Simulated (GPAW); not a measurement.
Consider TiSe (Pnma).

```xyz
8
Lattice="6.4620 0.0000 0.0000 0.0000 3.4940 0.0000 0.0000 0.0000 6.2220" Properties=species:S:1:pos:R:3 pbc="T T T"
Se    5.0404    2.6205    3.6088
Se    4.6526    0.8735    0.4978
Se    1.8094    2.6205    5.7242
Se    1.4216    0.8735    2.6132
Ti    6.3974    2.6205    1.1822
Ti    3.2956    0.8735    4.2932
Ti    3.1664    2.6205    1.9288
Ti    0.0646    0.8735    5.0398
```

Absorber: atom 5, with 1 Se at 2.52 Å, 2 Se at 2.56 Å, 2 Se at 2.70 Å and 1 Se at 2.78 Å (distorted octahedral, site symmetry m). Method: GPAW, LDA, excited-electron core hole (neutral cell), 16-atom cell with 7.0 Å between holes, 5×5×5 k points, dipole transitions, Gaussian full width 0.94 eV up to 4 eV, rising linearly to 3.5 eV at 25 eV.

Predict the near-edge structure at the Ti K edge.

Main maxima up to 30 eV above the zero (height): 2.2 eV (0.39), 8.3 eV (1.68), 18.1 eV (1.12) and 29.1 eV (0.95). A K edge sees empty p states. The first eV above the zero hold little dipole weight, as the lowest empty bands are of d character; the main edge, of 4p character, rises through 0.6 near 5 eV above the zero. The total-energy difference is 4970.05 eV. One term is added: -22.68 eV, since the hole is spin-paired here and a spin-polarised one costs that much less in the free atom (computed apart). The photon energy is then 4947.37 eV. The tabulated edge of the element is 4966 eV. The functional leaves an error in such absolute values: in the free atom LDA prices this hole 13.2 eV below PBE (computed apart), and PBE is itself good to a few eV.

The Ti K spectrum (energy from the lowest empty level; intensity scaled to a mean of 1 over the first 20 eV; polarised curves are means over the symmetry-equivalent atoms):

| E (eV) | isotropic | ε ∥ x | ε ∥ y | ε ∥ z |
| --- | --- | --- | --- | --- |
| -2.0 | 0.00 | 0.00 | 0.00 | 0.00 |
| -1.5 | 0.00 | 0.00 | 0.00 | 0.00 |
| -1.0 | 0.00 | 0.00 | 0.00 | 0.00 |
| -0.5 | 0.01 | 0.00 | 0.02 | 0.02 |
| 0.0 | 0.09 | 0.02 | 0.10 | 0.13 |
| 0.5 | 0.21 | 0.06 | 0.23 | 0.33 |
| 1.0 | 0.28 | 0.13 | 0.32 | 0.40 |
| 1.5 | 0.32 | 0.26 | 0.39 | 0.33 |
| 2.0 | 0.38 | 0.37 | 0.46 | 0.32 |
| 2.5 | 0.37 | 0.41 | 0.37 | 0.33 |
| 3.0 | 0.29 | 0.33 | 0.23 | 0.30 |
| 3.5 | 0.21 | 0.21 | 0.16 | 0.27 |
| 4.0 | 0.27 | 0.19 | 0.22 | 0.41 |
| 4.5 | 0.52 | 0.34 | 0.50 | 0.74 |
| 5.0 | 0.81 | 0.56 | 0.84 | 1.03 |
| 5.5 | 0.96 | 0.77 | 1.02 | 1.09 |
| 6.0 | 1.05 | 1.01 | 1.08 | 1.04 |
| 6.5 | 1.23 | 1.34 | 1.24 | 1.12 |
| 7.0 | 1.44 | 1.64 | 1.48 | 1.22 |
| 7.5 | 1.58 | 1.81 | 1.66 | 1.27 |
| 8.0 | 1.66 | 1.86 | 1.76 | 1.37 |
| 8.5 | 1.67 | 1.76 | 1.79 | 1.47 |
| 9.0 | 1.60 | 1.57 | 1.74 | 1.50 |
| 9.5 | 1.48 | 1.40 | 1.59 | 1.45 |
| 10.0 | 1.37 | 1.31 | 1.42 | 1.37 |
| 10.5 | 1.30 | 1.29 | 1.29 | 1.33 |
| 11.0 | 1.28 | 1.31 | 1.21 | 1.33 |
| 11.5 | 1.27 | 1.32 | 1.14 | 1.35 |
| 12.0 | 1.25 | 1.29 | 1.11 | 1.36 |
| 12.5 | 1.24 | 1.23 | 1.13 | 1.35 |
| 13.0 | 1.23 | 1.16 | 1.17 | 1.34 |
| 13.5 | 1.18 | 1.09 | 1.16 | 1.29 |
| 14.0 | 1.12 | 1.04 | 1.10 | 1.21 |
| 14.5 | 1.05 | 1.02 | 1.01 | 1.12 |
| 15.0 | 1.01 | 1.03 | 0.95 | 1.05 |
| 15.5 | 1.00 | 1.04 | 0.93 | 1.02 |
| 16.0 | 1.01 | 1.06 | 0.96 | 1.03 |
| 16.5 | 1.05 | 1.07 | 1.02 | 1.06 |
| 17.0 | 1.08 | 1.09 | 1.08 | 1.08 |
| 17.5 | 1.11 | 1.10 | 1.13 | 1.10 |
| 18.0 | 1.12 | 1.12 | 1.14 | 1.09 |
| 18.5 | 1.11 | 1.14 | 1.12 | 1.08 |
| 19.0 | 1.10 | 1.14 | 1.10 | 1.07 |
| 19.5 | 1.09 | 1.14 | 1.07 | 1.05 |
| 20.0 | 1.07 | 1.12 | 1.05 | 1.03 |
| 20.5 | 1.05 | 1.11 | 1.04 | 1.00 |
| 21.0 | 1.02 | 1.09 | 1.02 | 0.96 |
| 21.5 | 1.00 | 1.06 | 1.01 | 0.93 |
| 22.0 | 0.98 | 1.03 | 1.00 | 0.91 |
| 22.5 | 0.96 | 1.00 | 0.99 | 0.89 |
| 23.0 | 0.94 | 0.97 | 0.99 | 0.87 |
| 23.5 | 0.93 | 0.95 | 0.98 | 0.85 |
| 24.0 | 0.91 | 0.94 | 0.96 | 0.83 |
| 24.5 | 0.90 | 0.94 | 0.95 | 0.81 |
| 25.0 | 0.89 | 0.94 | 0.93 | 0.81 |
| 25.5 | 0.89 | 0.95 | 0.93 | 0.81 |
| 26.0 | 0.90 | 0.95 | 0.93 | 0.82 |
| 26.5 | 0.91 | 0.96 | 0.93 | 0.84 |
| 27.0 | 0.92 | 0.97 | 0.94 | 0.86 |
| 27.5 | 0.94 | 0.97 | 0.95 | 0.88 |
| 28.0 | 0.95 | 0.98 | 0.96 | 0.90 |
| 28.5 | 0.95 | 0.98 | 0.96 | 0.92 |
| 29.0 | 0.95 | 0.98 | 0.96 | 0.93 |
| 29.5 | 0.95 | 0.97 | 0.95 | 0.94 |
| 30.0 | 0.95 | 0.96 | 0.94 | 0.95 |
| 30.5 | 0.94 | 0.94 | 0.92 | 0.96 |
| 31.0 | 0.93 | 0.91 | 0.91 | 0.96 |
| 31.5 | 0.91 | 0.88 | 0.89 | 0.96 |
| 32.0 | 0.89 | 0.85 | 0.87 | 0.96 |

The unit cell's mesh shows no gap over 0.35 eV. That is right for a metallic compound; for a small-gap or correlated insulator it would be the fault of the functional or of the assumed magnetic order, and the hole would be screened too well. Quadrupole 1s→3d transitions, which feed the pre-edge, are not in the dipole spectrum. The mesh is coarse (0.23 Å⁻¹ between points), so small maxima may be mesh ripples. The structure is a published determination, not relaxed.

[Banner, clock and machine lines of the logs are left out without a mark of their own.]

[Logs are printed without paths, hosts, clocks, repeated set-up lines and the standing remarks that a program may print on its own settings, such as how far it seeks lower states.]

[Hosts, paths, dates, database ids (printed as entryN), source tags and the programs' standing remarks are cut or masked in the printed files.]

[Lists of maxima count a maximum above −3 eV only where it reaches 4 % of the highest in the window and stands out from its surroundings by 2 % of it (1.5 % where it reaches 55 %); shoulders and weaker maxima are passed over, and of the rest the first, up to two pre-edge ones and the few strongest are named.]
